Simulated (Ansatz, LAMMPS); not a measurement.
# A frame of amorphous polyethylene with methane (capped chains of 9 units) from 500 K (134 atoms) under strain, part 2 of 3

How stiff is a frame of amorphous polyethylene with methane (capped chains of 9 units) from 500 K (134 atoms), and how do its levels respond to strain?

Ansatz 0.2.0; Kohn-Sham DFT, PBE+D4, PAW (set soft_2), plane waves.

The cell: 42 C and 92 H. The network of contacts between molecules at the start is that of the classical potential that made the cell. The Brillouin zone is sampled at Γ only.

So far. Step 2 (Single point at the start): The r.m.s. force at the start is 1.2 eV/Å. Step 3 (Cell and atoms relaxed): The relaxation converged after 75 steps, with a largest force component of 0.034 eV/Å.

## 4. Single point at the relaxed geometry

The electronic structure is read at the final geometry, in a run of its own.

input.yaml reads:

```yaml
crystal:
  lattice:
    - [8.72342, 1.01228, -0.69825]
    - [1.01228, 12.21359, -0.13096]
    - [-0.69825, -0.13096, 11.30274]
  atoms:
    - { symbol: C, position: [0.28328, 0.3523, 0.42245] }
    - { symbol: C, position: [0.25285, 0.45519, 0.50067] }
    - { symbol: C, position: [0.35818, 0.44715, 0.62093] }
    - { symbol: C, position: [0.31734, 0.55149, 0.69581] }
    - { symbol: C, position: [0.43177, 0.56424, 0.80735] }
    - { symbol: C, position: [0.38101, 0.67478, 0.86991] }
    [... 122 atom lines left out ...]
    - { symbol: H, position: [0.61227, 0.67691, 0.42431] }
    - { symbol: C, position: [0.78044, 0.48282, 0.24265] }
    - { symbol: H, position: [0.76071, 0.56635, 0.20456] }
    - { symbol: H, position: [0.69474, 0.43708, 0.19623] }
    - { symbol: H, position: [0.89849, 0.43846, 0.23216] }
    - { symbol: H, position: [0.76796, 0.48917, 0.33744] }
kpoints:
  mp_grid: { grid: [1, 1, 1] }
hamiltonian:
  xc: pbe
  dispersion: d4
scf:
  occupations: { method: fermi_dirac, width: 0.025 }
output:
  forces: true
  stress: true
  populations: true
  dos:
    method: { smearing: { sigma: 0.15 } }
    de: 0.1
    projected: { site_lists: { C: [C], H: [H] } }
  eigenvalues: true
  write_density: true
  write_potential: true
  volumetric_format: npy
```

Command:

```console
ansatz run input.yaml --threads 4 --pin off --max-ram 8192MiB --backend cpu --events-out ev --progress --plain --runs-dir out
```

Numbers of over 12 decimals in the logs are rounded to 6 here.

The log of the run:

```text
[...]
Crystal: 134 atoms, lattice volume = 1186.741 Å³
Basis set: ecut = 420 eV, 23231 PW (Γ), exchange–correlation on 120×180×160 points (8 copies of the dense FFT grid, shifted against one another)
Bands: 264, of which v1, the nominal top of the filled ones, is band 130 counted from 1 (129 counted from 0)
Symmetry: 1 space group operations
[...]
k-points: 1
[...]
SCF iter   1: F=—  HF=-12030.023912 eV  |F-HF|=—  |Δ(HF+E_count)|=         —  Δρ=3.17e-3  dr2=1.41e-1  ethr=1.77e-3  ⟨swp⟩=6.0  Hψ=1245  notcnv=0  defer=40
[...]
SCF iter   8: F=-12030.064474 eV  HF=-12030.064474 eV  |F-HF|=8.03e-9  |Δ(HF+E_count)|=   1.79e-7  Δρ=1.28e-6  dr2=2.41e-8  ethr=3.85e-11  ⟨swp⟩=19.0  Hψ=2137  notcnv=0
SCF 1 converged in 8 iterations: F = -12030.064474 eV  dr2 = 2.41e-8
[...]
WARN: The input density's exchange-correlation potential varies sharply where the density is thin. Do not read a vacuum level from v_tot or v_xc, or from such a field of the output density. On a cell that repeats whose density bears no net charge and no dipole along the vacuum's axis use v_es (v_loc + v_h of the components); [...]
SCF converged after 8 iterations
Free energy (F): -12030.064474 eV
[...]
Internal energy: -12030.064474 eV  (E = F + TS)
E sigma→0 (E₀):  -12030.064474 eV
Fermi energy:    0.781558 eV
[...]
--- Forces (eV/Å), atoms counted from 1 ---
  atom   1  C     -0.00515081    -0.00222255    -0.00350032
  atom   2  C      0.00086547    -0.00197021     0.00097117
  atom   3  C      0.00139479     0.00450054     0.00134916
  atom   4  C     -0.00299684    -0.00264480    -0.00347403
  atom   5  C      0.00082508    -0.00181280     0.00080898
  atom   6  C     -0.00333660     0.00323806     0.00142442
  atom   7  C      0.00455456    -0.00009299    -0.00232598
  atom   8  C     -0.00393439    -0.00138919    -0.00226860
  atom   9  C      0.00265158     0.00056721     0.00534773
  atom  10  C     -0.00263562     0.00226720    -0.00562731
  atom  11  C      0.00353763    -0.00629194     0.00740319
  atom  12  C     -0.00351607     0.00526813    -0.00407515
  atom  13  C     -0.00584677    -0.00405855    -0.00010253
  atom  14  C      0.00202156     0.00618324     0.00283314
[...]
atom 133  H      0.00753848    -0.00413819     0.00222750
  atom 134  H     -0.00149685     0.00262186     0.03244080
  max |Σ_I F_I| component: 3.87e-5 eV/Å
--- Stress (GPa, compression-positive) ---
       -0.022695      -0.003876      -0.011937
       -0.003876       0.026085      -0.007256
       -0.011937      -0.007256      -0.020764
  P = ⅓ Tr σ = -0.0058 GPa (-0.058 kbar)
--- Band table (eV) ---
[...]
--- Löwdin populations: 134 sites ---
  site symbol       q [e]
     0      C      4.4441
     1      C      4.2469
     2      C      4.2523
[...]
133      H      0.8084
  spilling = 0.011348 (of n_electrons = 260.000000)
```

The job ended after 13 s (4 threads of Intel Xeon Platinum 8375C at 2.90GHz (Ice Lake), shared host; peak memory 1.3 GiB).

The program notes that the exchange-correlation potential is rough where the density is thin.

The run gave:

```yaml
free_energy: -12030.0645 eV
free_energy_per_atom: -89.7766 eV/atom
scf_cycles: 8
pressure: -0.005791 GPa
r_m_s_force_component: 0.00396 eV/Å
longest_force: 0.03258 eV/Å
fermi_energy: 0.7816 eV
spacing_of_highest_filled_and_lowest_empty_level: 6.188 eV
spilling_of_the_projection: 0.01135
```

Löwdin charges by element (they lack the spilled electrons, 0.022 e an atom on average):

```tsv
element	coordination	atoms	mean charge (e)	spread	least	most
C	all	42	-0.292	0.0964	-0.647	-0.247
H	all	92	0.166	0.0102	0.152	0.195
```

Density of states as counts of states in windows of 1 eV (from the Fermi level), total and the larger projections:

```tsv
from (eV)	to (eV)	total	C p	H s	C s
-10	-9	8.9	3.2	3.1	2.4
-9	-8	3.1	2.2	0.8	0.0
-8	-7	22.1	15.9	5.5	0.2
-7	-6	29.9	22.5	6.7	0.3
-6	-5	36.8	25.1	11.0	0.4
-5	-4	37.1	24.0	12.5	0.4
-4	-3	46.4	29.3	16.5	0.3
-3	-2	0.5	0.5	0.1	0.0
-2	2	0.0	0.0	0.0	0.0
2	3	0.4	0.1	0.1	0.1
3	4	12.3	1.9	4.9	2.2
4	5	20.8	3.3	8.1	2.5
```

Between -17 and -10 eV lie 75 more states.

The levels nearest the highest filled one (over half full), pooled over k-points and spins:

```tsv
level less the highest filled one (eV)	occupation
-0.221	2
-0.196	2
-0.174	2
-0.117	2
-0.0847	2
0	2
6.19	0
6.48	0
6.72	0
6.80	0
6.90	0
7.02	0
```

Valence density in the bc plane at fractional x = 0.429, with atoms of C and H within 0.2 Å of it. It is the smooth field of the valence electrons, not physical close to the nuclei.

Ten even steps from '0' (0.0 e/Å³) to '9' (1.8 e/Å³), each cell a mean:
```
00014665432110000000002577433474100
00014899631000000000013785210110000
00125986310000001553236874100000000
11357742000000002798877654200000001
34788531000000001379974323200000012
46765320000000000147631000000000012
55321110000000000123210000000000013
74200000000011222111100000000000136
95211000000012576210000000000001379
86544520000001476200000000000001357
46788830000000122000000000000000112
25874210000000000000001231000000000
37852000000110000000002683000000001
69962100001431000000001331000023223
88997200001331000000000000000146557
43457200000000000000000000000024676
11011000000000000000000000000012564
10000000000000000000000000010014885
41000000000000000000000000222247998
62000000023100000000000000134556677
21000000168632110000000000125542122
00000000148985210000000000247631000
00000000136996200000012222589841000
00012211234542100000013456789984100
```
Columns run along b (12.3 Å), rows up along c (11.3 Å). Atoms in or near the plane, at fractional coordinates: C at (0.56, 0.81), C at (0.81, 0.04), C at (0.93, 0.22), C at (0.05, 0.41), C at (0.99, 0.63), C at (0.17, 0.92), C at (0.34, 0.07), H at (0.33, 0.41), H at (0.49, 0.87), H at (0.87, 0.98), H at (0.12, 0.36), H at (0.15, 0.57), H at (0.28, 0.14), H at (0.69, 0.47).

Electrostatic potential energy in the bc plane at fractional x = 0.429, with atoms of C and H within 0.2 Å of it. With pseudopotentials it is smooth inside the atoms' cores, unlike the true potential.

Values in eV, 13 rows by 16 columns, each cell a mean:
```
  4   1 -23 -21  -4   2   4   3   3   3  -8 -21  -2  -5  -9   4
  3  -5 -24 -16   2   4   4  -8 -18 -10 -27 -15   3   4   4   3
 -8 -25 -20   2   4   4   4   2 -26 -38  -4  -2   1   4   4   1
-12  -2   1   3   4   3   3   2  -2  -2   3   4   4   4   4  -2
-28   1   2   4   4   3  -5 -10   2   4   4   4   4   4   1 -31
-15 -23 -24   0   4   4   0  -3   4   4   4   4   4   4   3  -9
-10 -18   1   4   4   3   4   4   4   4  -6 -11   4   4   4   3
-36 -28  -1   4   1 -16   3   4   4   4   0  -1   4  -3  -9  -6
 -5 -11 -10   4   4   2   4   4   4   4   4   4   4   3  -8 -23
  2   4   4   4   4   4   4   4   4   4   4   3   2   2 -20 -25
-11   4   4   3  -8   1   3   2   4   4   4   3  -2 -11 -20 -24
  2   4   4   3 -18 -30  -4   3   4   4   3   3  -9 -14   1   3
  4   2   2   2  -7 -27  -3   4   4   2  -4 -12 -31 -34  -5   4
```
Columns run along b (12.3 Å; values clipped at the 3rd and 97th percentile), rows up along c (11.3 Å). Atoms in or near the plane, at fractional coordinates: C at (0.56, 0.81), C at (0.81, 0.04), C at (0.93, 0.22), C at (0.05, 0.41), C at (0.99, 0.63), C at (0.17, 0.92), C at (0.34, 0.07), H at (0.33, 0.41), H at (0.49, 0.87), H at (0.87, 0.98), H at (0.12, 0.36), H at (0.15, 0.57), H at (0.28, 0.14), H at (0.69, 0.47).

Filled and empty levels are parted by 6.19 eV (at Γ alone); a semilocal functional tends to put such gaps too low. In a disordered cell it changes from sample to sample, and tail or defect levels can set it. Mean Löwdin charges: C -0.29, H +0.17 e (they miss 1.1 % of the electrons, so they add up to more than the cell's charge). The largest share in the top eV of filled states is C p (63 % of the projected weight), and in the lowest eV of empty states H s (55 % of the projected weight).

## 5. Volume -3 %

The relaxed cell is scaled evenly and the atoms are relaxed again; the stress at the end gives one point of P(V).

input.yaml, the sections that differ from step 4:

```yaml
crystal:
  lattice:
    - [8.6353, 1.00205, -0.6912]
    - [1.00205, 12.09021, -0.12964]
    - [-0.6912, -0.12964, 11.18856]
  atoms:
    [... the 134 atom lines of step 4 ...]
output:
  forces: true
  eigenvalues: true
  stress: true
relax:
  f_tol: 0.05
  max_steps: 70
# kpoints, hamiltonian, scf: as in step 4
```

The log of the run:

```text
Warning: output.stress: scf.convergence.dr2_threshold = 1e-7 eV (the SCF's general default) is looser than the 1.08e-8 eV advised for a printed stress (1e-10 eV for each atom of the cell: 134, of which 108 are counted). What an SCF threshold leaves in a stress goes as its square root, and in the free energy as the threshold itself, and one threshold admits the most on a small cell: [...]
[...]
Crystal: 134 atoms, lattice volume = 1151.138 Å³
Basis set: ecut = 420 eV, 22507 PW (Γ), exchange–correlation on 120×180×150 points (8 copies of the dense FFT grid, shifted against one another)
Bands: 264, of which v1, the nominal top of the filled ones, is band 130 counted from 1 (129 counted from 0)
Symmetry: 1 space group operations
[...]
k-points: 1
[...]
SCF iter   1: F=—  HF=-12029.694596 eV  |F-HF|=—  |Δ(HF+E_count)|=         —  Δρ=3.23e-3  dr2=1.42e-1  ethr=1.77e-3  ⟨swp⟩=6.0  Hψ=1245  notcnv=0  defer=40
[...]
SCF iter   5: F=—  HF=-12029.731469 eV  |F-HF|=—  |Δ(HF+E_count)|=   1.24e-4  Δρ=3.60e-5  dr2=2.09e-5  ethr=1.16e-7  ⟨swp⟩=2.0  Hψ=252  notcnv=0  defer=129
SCF iter   6: F=-12029.731469 eV  HF=-12029.731470 eV  |F-HF|=7.13e-7  |Δ(HF+E_count)|=   4.73e-7  Δρ=1.42e-5  dr2=2.35e-6  ethr=8.02e-9  ⟨swp⟩=14.0  Hψ=1554  notcnv=0
SCF 1 converged in 6 iterations: F = -12029.731469 eV  dr2 = 2.35e-6
[...]
relax step   1: F+E_penalty+E_count = -12029.73146922 eV  Δ(F+E_penalty+E_count) = +0.000e0 eV  max|allowed force component| = 3.991e-1 eV/Å  Δτ_max = 0.0000 Å  (6 SCF iters, dr2 threshold 6.25e-5 eV, accepted)
[...]
relax step   2: F+E_penalty+E_count = -12030.00940972 eV  Δ(F+E_penalty+E_count) = -2.779e-1 eV  max|allowed force component| = 1.131e-1 eV/Å  Δτ_max = 0.0721 Å  (6 SCF iters, dr2 threshold 9.95e-6 eV, accepted)
[...]
relax step   3: F+E_penalty+E_count = -12030.04497859 eV  Δ(F+E_penalty+E_count) = -3.557e-2 eV  max|allowed force component| = 2.566e-2 eV/Å  Δτ_max = 0.0738 Å  (8 SCF iters, accepted)
relax step   4: F+E_penalty+E_count = -12030.04492404 eV  Δ(F+E_penalty+E_count) = +5.454e-5 eV  max|allowed force component| = 5.646e-2 eV/Å  Δτ_max = 0.1170 Å  (7 SCF iters, rejected (line search))
[...]
relax step   5: F+E_penalty+E_count = -12030.04889572 eV  Δ(F+E_penalty+E_count) = -3.917e-3 eV  max|allowed force component| = 1.104e-2 eV/Å  Δτ_max = 0.0570 Å  (7 SCF iters, accepted)
SCF converged after 7 iterations
Free energy (F): -12030.048896 eV
[...]
Internal energy: -12030.048896 eV  (E = F + TS)
E sigma→0 (E₀):  -12030.048896 eV
Fermi energy:    0.958222 eV
[...]
Σ components = -12030.048896   (vs F -12030.048896, Δ=0.00e0)
--- Forces (eV/Å), atoms counted from 1 ---
  atom   1  C      0.00097073    -0.00162189     0.00271534
  atom   2  C     -0.00328562     0.00713032    -0.00229236
  atom   3  C      0.00606597    -0.00708543     0.00282764
  atom   4  C     -0.00956373     0.00488478    -0.00196318
[...]
atom 134  H      0.00126730    -0.00153867    -0.00721633
  max |Σ_I F_I| component: 8.70e-5 eV/Å
--- Stress (GPa, compression-positive) ---
        0.098470      -0.012266      -0.041245
       -0.012267       0.173296      -0.001258
       -0.041244      -0.001258       0.139136
  P = ⅓ Tr σ = 0.1370 GPa (1.370 kbar)
--- Band table (eV) ---
[...]
--- Relaxed structure (5 steps of the walk, 4 accepted, 0 SCFs on fresh bases) ---
  F+E_penalty+E_count = -12030.04889572 eV   max|allowed force component| = 1.104e-2 eV/Å
  atoms:
    - { symbol: C, position: [0.277143, 0.348160, 0.413067] }
    - { symbol: C, position: [0.249584, 0.452447, 0.491781] }
    - { symbol: C, position: [0.355050, 0.442732, 0.613695] }
    - { symbol: C, position: [0.313902, 0.547452, 0.690217] }
[...]
- { symbol: H, position: [0.768931, 0.491641, 0.345075] }
```

The job ended after 58 s (4 threads; peak memory 1.3 GiB; 3.6 min of CPU time).

The program notes that the SCF threshold is loose for the stress.

The relaxation converged after 5 steps, 0.317 eV below its start, with a largest force component of 0.011 eV/Å.

Volume -3 %: the energy stands 0.0156 eV above that of the reference, at a pressure of 0.137 GPa.

## 6. Volume +3 %

The relaxed cell is scaled to another volume.

Input and log are left out; they have the form of those shown for this kind of step.

Elapsed: 49 s, on 4 threads of Intel Xeon Platinum 8375C at 2.90GHz (Ice Lake), shared host; peak memory 1.4 GiB; 3 min of CPU time.

The relaxation converged after 4 steps, 0.289 eV below its start, with a largest force component of 0.017 eV/Å.

Volume +3 %: the energy stands 0.0236 eV above that of the reference, at a pressure of -0.0921 GPa.

## 7. Volume -6 %

The relaxed cell is scaled to another volume.

Input and log are left out; they have the form of those shown for this kind of step.

It took 2.7 min on 4 threads of Intel Xeon Platinum 8375C at 2.90GHz (Ice Lake), shared host; peak memory 1.3 GiB.

The relaxation converged after 15 steps, 1.33 eV below its start, with a largest force component of 0.042 eV/Å.

Volume -6 %: the energy stands 0.0606 eV above that of the reference, at a pressure of 0.289 GPa.

## 8. Volume +6 %

The relaxed cell is scaled to another volume.

input.yaml, the sections that differ from step 5:

```yaml
crystal:
  lattice:
    - [8.89451, 1.03213, -0.71194]
    - [1.03213, 12.45313, -0.13353]
    - [-0.71194, -0.13353, 11.52442]
  atoms:
    [... the 134 atom lines of step 4 ...]
# kpoints, hamiltonian, scf, output, relax: as in step 5
```

The log of the run:

```text
[...]
Crystal: 134 atoms, lattice volume = 1257.945 Å³
Basis set: ecut = 420 eV, 24555 PW (Γ), exchange–correlation on 128×180×160 points (8 copies of the dense FFT grid, shifted against one another)
Bands: 264, of which v1, the nominal top of the filled ones, is band 130 counted from 1 (129 counted from 0)
Symmetry: 1 space group operations
[...]
k-points: 1
[...]
SCF iter   1: F=—  HF=-12028.846244 eV  |F-HF|=—  |Δ(HF+E_count)|=         —  Δρ=3.10e-3  dr2=1.41e-1  ethr=1.77e-3  ⟨swp⟩=6.0  Hψ=1242  notcnv=0  defer=37
[...]
SCF iter   5: F=-12028.891101 eV  HF=-12028.891111 eV  |F-HF|=9.94e-6  |Δ(HF+E_count)|=   8.95e-5  Δρ=3.72e-5  dr2=2.77e-5  ethr=1.37e-7  ⟨swp⟩=2.0  Hψ=264  notcnv=0  defer=129
SCF iter   6: F=-12028.891107 eV  HF=-12028.891108 eV  |F-HF|=1.29e-6  |Δ(HF+E_count)|=   2.68e-6  Δρ=1.49e-5  dr2=2.94e-6  ethr=1.06e-8  ⟨swp⟩=13.0  Hψ=1640  notcnv=0
SCF 1 converged in 6 iterations: F = -12028.891107 eV  dr2 = 2.94e-6
[...]
relax step   1: F+E_penalty+E_count = -12028.89110659 eV  Δ(F+E_penalty+E_count) = +0.000e0 eV  max|allowed force component| = 6.579e-1 eV/Å  Δτ_max = 0.0000 Å  (6 SCF iters, dr2 threshold 6.25e-5 eV, accepted)
[...]
relax step   2: F+E_penalty+E_count = -12029.87085956 eV  Δ(F+E_penalty+E_count) = -9.798e-1 eV  max|allowed force component| = 2.075e-1 eV/Å  Δτ_max = 0.1186 Å  (6 SCF iters, dr2 threshold 2.70e-5 eV, accepted)
[...]
relax step   3: F+E_penalty+E_count = -12029.99767441 eV  Δ(F+E_penalty+E_count) = -1.268e-1 eV  max|allowed force component| = 4.091e-2 eV/Å  Δτ_max = 0.0832 Å  (7 SCF iters, dr2 threshold 2.69e-6 eV, accepted)
relax step   4: F+E_penalty+E_count = -12029.99767448 eV  Δ(F+E_penalty+E_count) = -7.876e-8 eV  max|allowed force component| = 4.089e-2 eV/Å  Δτ_max = 0.0000 Å  (2 SCF iters, accepted)
[...]
relax step   5: F+E_penalty+E_count = -12030.00174262 eV  Δ(F+E_penalty+E_count) = -4.068e-3 eV  max|allowed force component| = 2.305e-2 eV/Å  Δτ_max = 0.0542 Å  (7 SCF iters, accepted)
SCF converged after 7 iterations
Free energy (F): -12030.001743 eV
[...]
Internal energy: -12030.001743 eV  (E = F + TS)
E sigma→0 (E₀):  -12030.001743 eV
Fermi energy:    0.457447 eV
[...]
Σ components = -12030.001743   (vs F -12030.001743, Δ=0.00e0)
--- Forces (eV/Å), atoms counted from 1 ---
  atom   1  C     -0.00658003     0.00757042    -0.00808096
  atom   2  C      0.00728934    -0.01791694    -0.00020877
  atom   3  C     -0.01973482     0.01245563    -0.00262155
  atom   4  C      0.01679272    -0.01056641     0.00458651
[...]
atom 134  H     -0.00188710     0.00121596     0.00721448
  max |Σ_I F_I| component: 1.26e-4 eV/Å
--- Stress (GPa, compression-positive) ---
       -0.170681      -0.006105      -0.001123
       -0.006105      -0.149388      -0.070822
       -0.001123      -0.070822      -0.246018
  P = ⅓ Tr σ = -0.1887 GPa (-1.887 kbar)
--- Band table (eV) ---
[...]
--- Relaxed structure (5 steps of the walk, 5 accepted, 0 SCFs on fresh bases) ---
  F+E_penalty+E_count = -12030.00174262 eV   max|allowed force component| = 2.305e-2 eV/Å
  atoms:
    - { symbol: C, position: [0.290723, 0.359038, 0.436162] }
    - { symbol: C, position: [0.257402, 0.460747, 0.511491] }
    - { symbol: C, position: [0.359906, 0.455151, 0.629740] }
    - { symbol: C, position: [0.318291, 0.558152, 0.702049] }
[...]
- { symbol: H, position: [0.768770, 0.491268, 0.333973] }
```

Wall time 56 s (4 threads); peak memory 1.4 GiB; 3.4 min of CPU time.

The relaxation converged after 5 steps, 1.11 eV below its start, with a largest force component of 0.023 eV/Å.

Volume +6 %: the energy stands 0.0627 eV above that of the reference, at a pressure of -0.189 GPa.

(Continued in part 3 of 3.)

[Logs are printed without paths, hosts, clocks, repeated set-up lines and the standing remarks that a program may print on its own settings, such as how far it seeks lower states.]

[Hosts, paths, dates, database ids (printed as entryN), source tags and the programs' standing remarks are cut or masked in the printed files.]
